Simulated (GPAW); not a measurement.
# Li K-edge XANES of BaLiF3 (Pm-3m), part 2 of 2

What does one-electron theory with a core hole give for the Li K edge of BaLiF3 (Pm-3m)?

GPAW 26.7.0; X-ray absorption from dipole matrix elements to empty bands, plane-wave PAW LDA.

So far. Step 2 (The field without a hole): The mesh shows a gap of 6.51 eV, so the hole is first treated in a charged cell, without the excited electron. Step 3 (Spectrum without a core hole, Li atom 5): Main maxima below 24 eV (height): 2.3 eV (0.22), 9.4 eV (2.87), 13.8 eV (1.35) and 17.1 eV (1.12). A K edge sees empty p states on the absorber.

### 5. Spectrum with FCH, Li atom 5

The holes are 5.6 Å apart. In GPAW the data set carries the hole's charge, so charge=0 means a charged cell and charge=-1 a neutral one. The excited electron is left out and a uniform background balances the charge. After the field has converged, empty bands are computed with the density fixed and the dipole matrix elements are summed.

File xas.py:

```python
import numpy as np
from ase import Atoms
from ase.parallel import parprint, paropen
from gpaw import GPAW, PW, FermiDirac, Mixer, MixerDif, setup_paths
from gpaw.test import gen
setup_paths.insert(0, '.')
gen('Li', name='fch1s', xcname='LDA', corehole=(1, 0, 1), write_xml=True)
from gpaw.mpi import world
world.barrier()

atoms = Atoms('Ba2F6Li2',
    cell=[[3.98858164, 0, 3.98858164],
     [0, 3.98858164, 3.98858164],
     [-3.98858164, 0, 3.98858164]],
    scaled_positions=[[0, 0, 0],
     [0.5, 0, 0.5],
     [0.5, 0, 0],
     [0, 0, 0.5],
     [0, 0.5, 0.5],
     [0.5, 0.5, 0],
     [0, 0.5, 0],
     [0.5, 0.5, 0.5],
     [0.25, 0.5, 0.75],
     [0.75, 0.5, 0.25]],
    pbc=True)
atoms.calc = calc = GPAW(legacy_gpaw=True, mode=PW(500, force_complex_dtype=True), xc='LDA', setups={8: 'fch1s'},
    kpts={'size': (5, 5, 5), 'gamma': True}, occupations=FermiDirac(0.02),
    charge=0, mixer=Mixer(0.1, 5, 50), maxiter=150,
    convergence={'density': 0.0001, 'eigenstates': 1e-6}, txt='scf.txt')
energy = atoms.get_potential_energy() + calc.get_reference_energy()
ef = calc.get_fermi_level()
out = dict(energy=energy, fermi=ef, forces=atoms.get_forces().tolist())
parprint(f'all-electron energy {energy:.4f} eV, Fermi level {ef:.4f} eV')
ev = np.array([[calc.get_eigenvalues(k, s) for k in range(len(calc.get_ibz_k_points()))] for s in range(calc.get_number_of_spins())])
out['homo'], out['lumo'], out['counts'] = ev[ev < ef].max(), ev[ev > ef].min(), sorted(set((ev < ef).sum((0, 2)).tolist()))
out['filled'] = (ev[:, 0] < ef).sum(1).tolist()

from ase.units import Ha
from gpaw.xas import dipole_matrix_elements
nb = int(calc.get_number_of_electrons() / 2) + 79
top, nb = nb, nb + 8 + nb // 12
nscf = calc.fixed_density(kpts={'size': (6, 6, 6), 'gamma': True}, nbands=nb,
    convergence={'bands': top, 'eigenstates': 1e-5}, maxiter=60, txt='nscf.txt')
cell = atoms.cell.array
ops = [cell.T @ U.T @ np.linalg.inv(cell.T) for U in nscf.wfs.kd.symmetry.op_scc]
filled = [32]  # bands filled in the ground state, by spin
E = np.arange(-6, 34, 0.1)
fwhm = np.interp(E, [4, 25], [0.9, 3.5])
Y, X, zero, highest = 0, 0, 1e9, 1e9
for spin in range(nscf.get_number_of_spins()):
    wfs = nscf.wfs
    A = dipole_matrix_elements(wfs.setups[8])
    eps = np.zeros((wfs.kd.nibzkpts, nb))
    d = np.zeros((3, A.shape[1], wfs.kd.nibzkpts, nb), complex)
    for kpt in wfs.kpt_u:
        if kpt.s == spin and 8 in kpt.P_ani:
            eps[kpt.k] = kpt.eps_n * Ha
            d[:, :, kpt.k] = (kpt.weight * wfs.nspins / 2) ** 0.5 * np.inner(A, kpt.P_ani[8])
    world.sum(eps)
    world.sum(d)
    T = np.einsum('amkn,bmkn->abkn', d, d.conj()).real
    T = sum(np.einsum('ai,ijkn,bj->abkn', R, T, R) for R in ops) / len(ops)
    empty = np.ones_like(eps, bool) & (np.arange(nb) >= filled[spin])
    zero, highest = min(zero, eps[empty].min()), min(highest, eps[:, top - 1].min())
    lines = [(eps, T, empty)] if spin == 0 else lines + [(eps, T, empty)]
for eps, T, empty in lines:
    f = np.einsum('aakn->akn', T).reshape(3, -1)
    x = eps.ravel() - zero
    w = np.interp(x, E, fwhm) / 2.35482
    g = np.exp(-0.5 * ((E[:, None] - x) / w) ** 2) / (w * (2 * np.pi) ** 0.5)
    Y = Y + (f * empty.ravel()) @ g.T
    X = X + (f * ~empty.ravel()) @ g.T
out.update(E=E.round(2).tolist(), xas=Y.tolist(), xes=X.tolist(), zero=zero, valid=highest - zero, nk=len(eps), nb=nb)
for i in range(0, len(E), 10):
    parprint(f'{E[i]:7.2f}', *(f'{v:10.3e}' for v in Y[:, i]))
import json
with paropen('out.json', 'w') as f:
    json.dump(out, f)
```

Run with:

```bash
> OMP_NUM_THREADS=1 mpirun -n 2 gpaw python xas.py
```

Numbers of over 12 decimals in the logs are rounded to 6 here.

The log of the run:

```text
Input parameters:
  convergence: {density: 0.0001,
                eigenstates: 1e-06}
  kpts: {gamma: True,
         size: (5, 5, 5)}
  maxiter: 150
  mixer: {backend: pulay,
          beta: 0.1,
          method: separate,
          nmaxold: 5,
          weight: 50}
  mode: {ecut: 500.0,
         force_complex_dtype: True,
         name: pw}
  occupations: {fixmagmom: False,
                name: fermi-dirac,
                width: 0.02}
  setups: {8: fch1s}

Initialize ...

[... PAW data sets ...]

Reference energy: -458741.128853  # eV

Spin-paired calculation

[... convergence settings ...]
Symmetries present (total): 24
  [... symmetry matrices ...]

125 k-points: 5 x 5 x 5 Monkhorst-Pack grid
10 k-points in the irreducible part of the Brillouin zone
       k-points in crystal coordinates                weights
   0:     0.00000000    0.00000000    0.00000000          1/125
   1:     0.20000000    0.20000000    0.00000000          8/125
   2:     0.20000000    0.20000000    0.20000000          6/125
   3:     0.40000000    0.20000000    0.00000000         12/125
   4:     0.40000000    0.20000000    0.40000000         24/125
   5:     0.40000000    0.40000000   -0.40000000         12/125
   6:     0.40000000    0.40000000   -0.20000000         24/125
   7:     0.40000000    0.40000000    0.00000000          8/125
   8:     0.40000000    0.40000000    0.20000000         24/125
   9:     0.40000000    0.40000000    0.40000000          6/125

Wave functions: Plane wave expansion
  Cutoff energy: 500.000 eV
  Number of coefficients (min, max): 3209, 3263
  Pulay-stress correction: 0.000000 eV/Ang^3 (de/decut=0.000000)
  Using FFTW library
  Wavefunction extrapolation:
    Improved wavefunction reuse through dual PAW basis

Occupation numbers: Fermi-Dirac:
  width: 0.0200  # eV

Eigensolver
   Davidson(niter=2)

Densities:
  Coarse grid: 30*30*30 grid
  Fine grid: 60*60*60 grid
  Total Charge: 1.000000

Density mixing:
  Method: separate
  Backend: pulay
  Linear mixing parameter: 0.1
  old densities: 5
  Width of damping distribution: 1.1
  Damping of long wavelength oscillations: 50

[... Hamiltonian set-up ...]
Number of atoms: 10
Number of atomic orbitals: 42
Number of bands in calculation: 42
Number of valence electrons: 64
Bands to converge: occupied

... initialized

Initializing position-dependent things.

Density initialized from atomic densities
Creating initial wave functions:
  42 bands from LCAO basis set

         Li   F    Li

         F         F
            Ba

              F
       F         F

            Ba

Atomic positions and initial magnetic moments

Positions:
   0 Ba     0.000000    0.000000    0.000000    ( 0.0000,  0.0000,  0.0000)
   1 Ba     0.000000    0.000000    3.988582    ( 0.0000,  0.0000,  0.0000)
   2 F      1.994291    0.000000    1.994291    ( 0.0000,  0.0000,  0.0000)
   3 F     -1.994291    0.000000    1.994291    ( 0.0000,  0.0000,  0.0000)
   4 F     -1.994291    1.994291    3.988582    ( 0.0000,  0.0000,  0.0000)
   5 F      1.994291    1.994291    3.988582    ( 0.0000,  0.0000,  0.0000)
   6 F      0.000000    1.994291    1.994291    ( 0.0000,  0.0000,  0.0000)
   7 F      0.000000    1.994291    5.982872    ( 0.0000,  0.0000,  0.0000)
   8 Li    -1.994291    1.994291    5.982872    ( 0.0000,  0.0000,  0.0000)
   9 Li     1.994291    1.994291    5.982872    ( 0.0000,  0.0000,  0.0000)

Unit cell:
           periodic     x           y           z      points  spacing
  1. axis:    yes    3.988582    0.000000    3.988582    30     0.1535
  2. axis:    yes    0.000000    3.988582    3.988582    30     0.1330
  3. axis:    yes   -3.988582    0.000000    3.988582    30     0.1535

  Lengths:   5.640706   5.640706   5.640706
  Angles:   60.000000  90.000000  60.000000

Effective grid spacing dv^(1/3) = 0.1675

iter:   1   -79.379520
iter:   2   -77.876120   -1.30  -1.16
iter:   3   -75.840471   -0.74  -1.24
iter:   4   -75.644015   -1.92  -1.48
iter:   5   -75.661813   -2.11  -1.80
iter:   6   -75.636770c  -2.50  -2.13
iter:   7   -75.628091   -3.30  -2.49
iter:   8   -75.629165c  -3.89  -2.96
iter:   9   -75.627157c  -3.45  -2.82
iter:  10   -75.627081c  -5.79  -3.37
iter:  11   -75.627171c  -4.50  -3.49
iter:  12   -75.627033c  -4.70  -3.42
iter:  13   -75.627033c  -6.07c -3.96
iter:  14   -75.627029c  -6.34c -4.06c

Converged after 14 iterations.

Dipole moment: (-0.769297, -0.000000, -0.000000) |e|*Ang

Energy contributions relative to reference atoms: (reference = -458741.128853)

Kinetic:        +17.901057
Potential:      -39.925796
External:        +0.000000
XC:             -54.895074
Entropy (-ST):   -0.000000
Local:           +1.292785
SIC:             +0.000000
--------------------------
Free energy:    -75.627029
Extrapolated:   -75.627029

Showing only first 2 kpts
 Kpt  Band  Eigenvalues  Occupancy
  0    30      2.80062    2.00000
  0    31      2.80063    2.00000
  0    32     10.01607    0.00000
  0    33     10.62099    0.00000

  1    30      2.76629    2.00000
  1    31      2.76630    2.00000
  1    32     10.48030    0.00000
[...]
Fermi level: 5.52827

Gap: 7.215 eV
Transition (v -> c):
  (s=0, k=0, n=31, [0.00, 0.00, 0.00]) -> (s=0, k=0, n=32, [0.00, 0.00, 0.00])
No difference between direct/indirect transitions

Forces in eV/Ang:
  0 Ba   -0.00000    0.00000   -0.00000
  1 Ba   -0.00000   -0.00000    0.00000
  2 F    -0.00000    1.48245   -0.00000
  3 F    -0.00000   -1.48245   -0.00000
  4 F    -0.00000    0.00000    1.48245
  5 F     0.00000    0.00000   -1.48245
  6 F     1.48245    0.00000    0.00000
  7 F    -1.48245    0.00000    0.00000
  8 Li   -0.00000    0.00000   -0.00000
  9 Li   -0.00000    0.00000   -0.00000
Scalar-relativistic atomic LDA calculation for Li (Lithium, Z=3)
Core hole in 1s state (1s occupation: 1.0)
300 radial gridpoints.
|------------------------------------------------|
|------------------------------------------------|
[... the atom generator's iteration count ...]

Energy contributions:
-------------------------
Kinetic:       +4.802428
XC:            -0.868730
Potential:     -8.792701
-------------------------
Total:         -4.859003

state      eigenvalue         ekin         rmax
-----------------------------------------------
1s^1.0 :    -3.111117     4.172383        0.342
2s^1.0 :    -0.451969     0.630045        2.146
2p^0.0 :    -0.373048     0.566752        1.896
-----------------------------------------------
(units: Bohr and Hartree)

Generating PAW setup
Kinetic energy of the core from tauc = 4.172937
Cutoffs:
rc(s)=2.000
rc(p)=2.000
rc(d)=2.000
rc(vbar)=1.800
rc(comp)=2.000
rc(nct)=2.000

Kinetic energy of the core states: 4.172383
Charge: 1.0
Core electrons: 1.0
Valence electrons: 1.0
Pseudo-core charge: 0.040575
Shape function alpha=2.500
Pseudo-electron charge 1.068451
state    eigenvalue         norm
--------------------------------
2s(1) :    -0.451969     1.027876
*s    :     0.548031
2p(0) :    -0.373048     0.945113
*p    :     0.626952
*d    :     0.000000
--------------------------------

Diagonalizing with gridspacing h=0.050

state   all-electron     PAW
-------------------------------
2s:      -0.451969    -0.451984
2p:      -0.373048    -0.373160
*d:                   -0.093511
*f:                   -0.020693
-------------------------------
all-electron energy -458816.7559 eV, Fermi level 5.5283 eV
[...]
31.00  1.006e-03  1.006e-03  1.006e-03
  32.00  9.560e-04  9.560e-04  9.560e-04
  33.00  9.291e-04  9.291e-04  9.291e-04
```

Wall time 73 s (2 MPI ranks of Arm Neoverse V2, shared host); peak memory 0.34 GiB.

The Li K spectrum, Li atom 5, full core hole (charged cell) (energy from the lowest empty level; intensity scaled to a mean of 1 over the first 20 eV):

```
E (eV)  intensity
  -2.0       0.00
  -1.5       0.00
  -1.0       0.00
  -0.5       0.00
   0.0       0.00
   0.5       0.06
   1.0       0.30
   1.5       0.77
   2.0       1.31
   2.5       1.47
   3.0       1.58
   3.5       1.79
   4.0       1.65
   4.5       1.92
   5.0       4.39
   5.5       6.11
   6.0       4.18
   6.5       1.65
   7.0       0.72
   7.5       0.46
   8.0       0.38
   8.5       0.45
   9.0       0.60
   9.5       0.63
  10.0       0.51
  10.5       0.37
  11.0       0.36
  11.5       0.44
  12.0       0.53
  12.5       0.56
  13.0       0.54
  13.5       0.49
  14.0       0.44
  14.5       0.45
  15.0       0.50
  15.5       0.55
  16.0       0.57
  16.5       0.54
  17.0       0.48
  17.5       0.44
  18.0       0.40
  18.5       0.38
  19.0       0.37
  19.5       0.35
  20.0       0.34
  20.5       0.32
  21.0       0.32
  21.5       0.31
  22.0       0.31
  22.5       0.30
  23.0       0.30
  23.5       0.30
  24.0       0.29
  24.5       0.29
  25.0       0.29
  25.5       0.28
  26.0       0.28
  26.5       0.28
  27.0       0.28
  27.5       0.29
  28.0       0.30
  28.5       0.30
  29.0       0.31
  29.5       0.31
  30.0       0.31
```

Main maxima below 24 eV (height): 3.6 eV (1.79), 5.5 eV (6.11), 9.3 eV (0.64), 12.6 eV (0.56) and 15.9 eV (0.57). 

The hole costs E(hole) − E(ground) = 49.18 eV, and the lowest empty level of the hole cell on the spectrum's mesh lies at 10.02 eV, which puts the zero at 59.20 eV. One term is added: -3.34 eV, since the hole is spin-paired here and a spin-polarised one costs that much less in the free atom (computed apart). The photon energy is then 55.86 eV. The tabulated edge of the element is 54.7 eV. The functional and the charged cell's background leave an error in such absolute values: in the free atom LDA prices this hole 1.0 eV below PBE (computed apart), and PBE is itself good to a few eV.

### 6. Excitation energy, Li atom 5

With the excited electron kept in the cell the system stays neutral, and the energy difference is an excitation energy by itself. In a small cell that electron takes up a good share of the lowest empty band, or all of one, which shifts the value from the true onset.

Changed against the first core-hole run: core hole to XCH, with the smearing that suits a partly filled band.

File scf.py:

```python
import numpy as np
from ase import Atoms
from ase.parallel import parprint, paropen
from gpaw import GPAW, PW, FermiDirac, Mixer, MixerDif, setup_paths
from gpaw.test import gen
setup_paths.insert(0, '.')
gen('Li', name='fch1s', xcname='LDA', corehole=(1, 0, 1), write_xml=True)
from gpaw.mpi import world
world.barrier()

atoms = Atoms('Ba2F6Li2',
    cell=[[3.98858164, 0, 3.98858164],
     [0, 3.98858164, 3.98858164],
     [-3.98858164, 0, 3.98858164]],
    scaled_positions=[[0, 0, 0],
     [0.5, 0, 0.5],
     [0.5, 0, 0],
     [0, 0, 0.5],
     [0, 0.5, 0.5],
     [0.5, 0.5, 0],
     [0, 0.5, 0],
     [0.5, 0.5, 0.5],
     [0.25, 0.5, 0.75],
     [0.75, 0.5, 0.25]],
    pbc=True)
atoms.calc = calc = GPAW(legacy_gpaw=True, mode=PW(500, force_complex_dtype=True), xc='LDA', setups={8: 'fch1s'},
    kpts={'size': (5, 5, 5), 'gamma': True}, occupations=FermiDirac(0.04),
    charge=-1, mixer=Mixer(0.1, 5, 50), maxiter=150,
    convergence={'density': 0.0001, 'eigenstates': 1e-6}, txt='scf.txt')
energy = atoms.get_potential_energy() + calc.get_reference_energy()
ef = calc.get_fermi_level()
out = dict(energy=energy, fermi=ef, forces=atoms.get_forces().tolist())
parprint(f'all-electron energy {energy:.4f} eV, Fermi level {ef:.4f} eV')
ev = np.array([[calc.get_eigenvalues(k, s) for k in range(len(calc.get_ibz_k_points()))] for s in range(calc.get_number_of_spins())])
out['homo'], out['lumo'], out['counts'] = ev[ev < ef].max(), ev[ev > ef].min(), sorted(set((ev < ef).sum((0, 2)).tolist()))
out['filled'] = (ev[:, 0] < ef).sum(1).tolist()
import json
with paropen('out.json', 'w') as f:
    json.dump(out, f)
```

Run with:

```bash
> OMP_NUM_THREADS=1 mpirun -n 2 gpaw python scf.py
```

The log of the run:

```text
Input parameters:
  charge: -1
  convergence: {density: 0.0001,
                eigenstates: 1e-06}
  kpts: {gamma: True,
         size: (5, 5, 5)}
  maxiter: 150
  mixer: {backend: pulay,
          beta: 0.1,
          method: separate,
          nmaxold: 5,
          weight: 50}
  mode: {ecut: 500.0,
         force_complex_dtype: True,
         name: pw}
  occupations: {fixmagmom: False,
[...]
2s(1) :    -0.451969     1.027876
*s    :     0.548031
2p(0) :    -0.373048     0.945113
*p    :     0.626952
*d    :     0.000000
--------------------------------

Diagonalizing with gridspacing h=0.050

state   all-electron     PAW
-------------------------------
2s:      -0.451969    -0.451984
2p:      -0.373048    -0.373160
*d:                   -0.093511
*f:                   -0.020693
-------------------------------
all-electron energy -458806.0343 eV, Fermi level 11.0745 eV
[key lines of the parts left out:]
Converged after 28 iterations.
Dipole moment: (-0.714311, -0.000000, -0.000000) |e|*Ang
Free energy:    -64.913389
Fermi level: 11.07451
```

Elapsed: 29 s, on 2 MPI ranks; peak memory 0.24 GiB.

The total-energy difference is 59.90 eV. With the free-atom term of -3.34 eV for this edge, the photon energy is 56.56 eV.

### 7. What the core hole does

Both curves are counted from their own zero, so only the shift of weight within the empty states shows.

```
E (eV)  no hole   FCH
  -2.0     0.00  0.00
  -1.0     0.00  0.00
   0.0     0.00  0.00
   1.0     0.01  0.30
   2.0     0.19  1.31
   3.0     0.20  1.58
   4.0     0.15  1.65
   5.0     0.13  4.39
   6.0     0.26  4.18
   7.0     0.80  0.72
   8.0     1.67  0.38
   9.0     2.78  0.60
  10.0     2.69  0.51
  11.0     1.97  0.36
  12.0     1.26  0.53
  13.0     1.21  0.54
  14.0     1.34  0.44
  15.0     1.01  0.50
  16.0     0.95  0.57
  17.0     1.12  0.48
  18.0     1.00  0.40
  19.0     0.82  0.37
  20.0     0.72  0.34
  21.0     0.64  0.32
  22.0     0.58  0.31
  23.0     0.51  0.30
  24.0     0.44  0.29
  25.0     0.41  0.29
  26.0     0.40  0.28
  27.0     0.36  0.28
  28.0     0.33  0.30
  29.0     0.32  0.31
  30.0     0.32  0.31
```

With each curve scaled to its own mean, the area from −2 to 6 eV with the hole is 11.8 against 0.8, and the centre of weight from −1 to 20 eV moves by -4.5 eV: the hole pulls the absorber's empty states down.

### 8. What came out

```json
{
  "absorber and edge": "Li K, atom 5 of the ground-state input (counted from 1)",
  "surroundings": "6 F at 1.99 Å (octahedral, site symmetry m-3m)",
  "highest intensity below 16 eV": "5.5 eV above the zero, height 6.11",
  "photon energy of the zero, with the added terms": "55.9 eV (raw 59.2 eV; LDA puts this hole about 1 eV below PBE, itself good to a few eV)"
}
```

In words: The Li K edge of atom 5, with 6 F at 1.99 Å (octahedral, site symmetry m-3m), has its highest intensity of the first 16 eV at 5.5 eV above the zero, near 61 eV in photon energy (LDA puts this hole about 1 eV below PBE, itself good to a few eV), 6.1 times the mean level of the first 20 eV (Gaussian full width 0.9 eV up to 4 eV, rising linearly to 3.5 eV at 25 eV). With each curve scaled to its own mean, the area from −2 to 6 eV with the hole is 11.8 against 0.8, and the centre of weight from −1 to 20 eV moves by -4.5 eV: the hole pulls the absorber's empty states down. The neutral-cell energy lies +0.7 eV from the charged-cell zero, a gap made of the charged-cell error and of where the added electron settles. The holes are only 5.6 Å apart, so the shape is probably not converged with cell size; no larger cell was run here. The mesh is coarse (0.26 Å⁻¹ between points), so small maxima may be mesh ripples. The structure is a computed Materials Project entry and may be a hypothetical form.

[Banner, clock and machine lines of the logs are left out without a mark of their own.]

[Logs are printed without paths, hosts, clocks, repeated set-up lines and the standing remarks that a program may print on its own settings, such as how far it seeks lower states.]

[Hosts, paths, dates, database ids (printed as entryN), source tags and the programs' standing remarks are cut or masked in the printed files.]

[Lists of maxima count a maximum above −3 eV only where it reaches 4 % of the highest in the window and stands out from its surroundings by 2 % of it (1.5 % where it reaches 55 %); shoulders and weaker maxima are passed over, and of the rest the first, up to two pre-edge ones and the few strongest are named.]
